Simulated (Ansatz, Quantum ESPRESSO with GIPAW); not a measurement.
# Solid-state NMR of SiC (Moissanite 3C) by GIPAW

Wanted: NMR shieldings for each site of SiC (Moissanite 3C).

**The experiment.** The 29Si shift is -17.2 ppm against TMS, in “Synthesis and multinuclear magnetic resonance studies of some nitrogen-containing ceramic phases” (Leach, Doctoral thesis, Durham University, 1990), quoting earlier work.

Calculated with Quantum ESPRESSO with GIPAW 8.0dev (patched build); DFT, PBE, plane-wave PAW (pslibrary 1.0.0 recipes), scalar-relativistic, GIPAW; a patched development version of the program.

Report form: the programs' logs are mostly left out.

## 1. The starting structure

Symmetry: F-43m, No. 216, cubic system. Conventional cell: a = 4.358 Å, b = 4.358 Å, c = 4.358 Å, α = 90.00°, β = 90.00°, γ = 90.00°. Nearest to Si lie 4 C at 1.89 Å. Nearest to C lie 4 Si at 1.89 Å. Farther neighbours are not listed.

The cell is an entry of the Crystallography Open Database.

## 2. The SCF step

GIPAW is a response on top of the ground state, so the wavefunctions come first. Their errors pass straight into the induced current, hence the tight threshold. No empty states are asked for: the response is solved without them. The mesh has a spacing of 0.18 Å⁻¹ at most. The PAW files were made with ld1.x from the pslibrary 1.0.0 recipes, with GIPAW reconstruction switched on.

scf.in reads:

```
&control
  calculation = 'scf'
  prefix = 'x'
  outdir = './tmp/'
  pseudo_dir = './'
/
&system
  ibrav = 0
  nat = 2
  ntyp = 2
  ecutwfc = 55
  ecutrho = 330
  nbnd = 4
/
&electrons
  conv_thr = 1.0d-10
  mixing_beta = 0.7
  electron_maxstep = 100
/
ATOMIC_SPECIES
  Si 28.085 Si.pbe-n-kjpaw_psl.1.0.0-gipaw.UPF
  C 12.011 C.pbe-n-kjpaw_psl.1.0.0-gipaw.UPF
CELL_PARAMETERS angstrom
  0.00000000 2.17900000 2.17900000
  2.17900000 0.00000000 2.17900000
  2.17900000 2.17900000 0.00000000
ATOMIC_POSITIONS crystal
  Si 0.00000000 0.00000000 0.00000000
  C 0.75000000 0.75000000 0.75000000
K_POINTS automatic
  14 14 14 0 0 0
```

Launch:

```bash
> mpirun -np 4 pw.x -nk 4 -in scf.in > scf.out
```

It took 9.1 s on 4 MPI ranks of Arm Neoverse V1, shared host; peak memory 0.37 GiB; 36 s of CPU time.

It converged in 22 cycles to an estimated accuracy of 4e-11 Ry, on 104 irreducible k-points.

## 3. GIPAW: job nmr

A uniform field breaks periodicity, so gipaw.x applies it as a wave of small q and takes the limit. It solves for the first-order states, builds the induced current and gets the field at each nucleus by Biot–Savart; the PAW spheres add what the smooth waves miss near the nuclei. pawproj makes the reconstruction use the PAW data sets' own projectors.

nmr.in reads:

```
&inputgipaw
  job = 'nmr'
  prefix = 'x'
  tmp_dir = './tmp/'
  restart_mode = 'from_scratch'
  verbosity = 'low'
  q_gipaw = 0.01
  spline_ps = .true.
  conv_threshold = 1.0d-11
  use_nmr_macroscopic_shape = .false.
  pawproj(1) = .true.
  pawproj(2) = .true.
/
```

Launch:

```bash
> mpirun -np 4 gipaw.x -in nmr.in > nmr.out
```

It took 59 s on 4 MPI ranks; peak memory 0.22 GiB; 3.9 min of CPU time.

The f-sum rule is met to 5.0e-4 of 8.1 (0.006 %). Converged shieldings require that this miss be small, but a small miss does not prove them.

From the symmetric part of each tensor, with principal values σ11 ≤ σ22 ≤ σ33: σ_iso is their mean, the span is σ33 − σ11 and the skew 3(σ_iso − σ22)/span. (gipaw.x prints an anisotropy in another convention.)

```csv
site,atom no.,atoms in cell,σ_iso (ppm),span (ppm),skew
Si,1,1,353.7,0.0,-
C,2,1,140.0,0.0,-
```

The macroscopic shape term is switched off. For a spherical sample the valence susceptibility of this run would add about 5 ppm to every site, a rough estimate, since the susceptibility converges slowly and lacks part of the PAW terms. Differences within the crystal don't depend on it, but shieldings of different compounds can't be compared to better than a few ppm without it.

Si and C sit on cubic site symmetry, where the tensor must be isotropic.

## 4. NMR parameters by site

Covalently bonded atoms count as neighbours within 1.18 times the sum of their radii. Otherwise a cation's neighbours lie within 1.2 times its shortest bond (1.3 for large cations, each anion's radius taken off where they differ), and an anion's are the cations that count it.

```csv
site,atom no.,atoms in cell,surroundings,bonds (Å),σ_iso (ppm)
Si,1,1,SiC4,1.887,353.7
C,2,1,CSi4,1.887,140.0
```

## 5. Cost against result

Each row names what was changed: another mesh tests the sampling of the zone; another file of one element tests how much hangs on the way the file is built.

Changes of σ_iso (ppm) against the run above (PBE, cutoffs 55 and 330 Ry, mesh 14×14×14, 4.5 min). Times are CPU times of pw.x and gipaw.x together, on 4 MPI ranks of Arm Neoverse V1, shared host; on a shared host they are rough.

```csv
run,CPU time,f-sum miss,Si,C
mesh 17×17×17,6.9 min,2.0e-4,+0.0,-0.0
file Si.pbe-nl-kjpaw,4.3 min,5.0e-4,+1.7,+0.1
```

The largest move is +1.7 ppm, on Si, from file Si.pbe-nl-kjpaw.

## 6. Against experiment

Without a fitted line the measured shift still tests the calculation: for an exact theory σ + δ is one number for all compounds of a nucleus, up to the shape term, which is left out of σ and differs by some ppm between compounds.

```csv
"nucleus, site",σ_iso (ppm),measured δ (ppm),σ + δ (ppm),"σ + δ of other compounds, same level"
"29Si, Si",353.7,-17.2,336.5,"Si3N4 332.6, Si3N4 337.3"
```

## 7. What came out

```json
{"29Si shielding without shape term": "353.7 ppm", "13C shielding without shape term": "140.0 ppm"}
```

29Si has one site (SiC4), with isotropic shielding 353.7 ppm (shape term left out). A shift needs a reference, δ = σ_ref − σ, fixed on measured compounds; for 29Si of this kind at this level too few were at hand, or they scattered too widely about a line, so none is given. For 29Si, σ + δ is 336.5 ppm here and 335.0 ppm on average over 2 other sites: with that reference and slope one the shift would be off by -1.6 ppm. Going to mesh 17×17×17 changes no isotropic shielding by more than 0.006 ppm, so the main run is converged in that respect. A higher cutoff was not carried through on these files. This build of gipaw.x prints that it is not audited and that its numbers are no references by themselves. It also reports spline_ps as false although the input sets it; why was not traced. 1 further run of this session failed or came with warnings and is not shown (1 ended with a warning from the program).

[Logs are printed without paths, hosts, clocks, repeated set-up lines and the standing remarks that a program may print on its own settings, such as how far it seeks lower states.]

[Hosts, paths, dates, database ids (printed as entryN), source tags and the programs' standing remarks are cut or masked in the printed files.]

[Where no reference line passes its bar on scatter, no shift is given, so a measured shift of this compound may stand uncompared.]
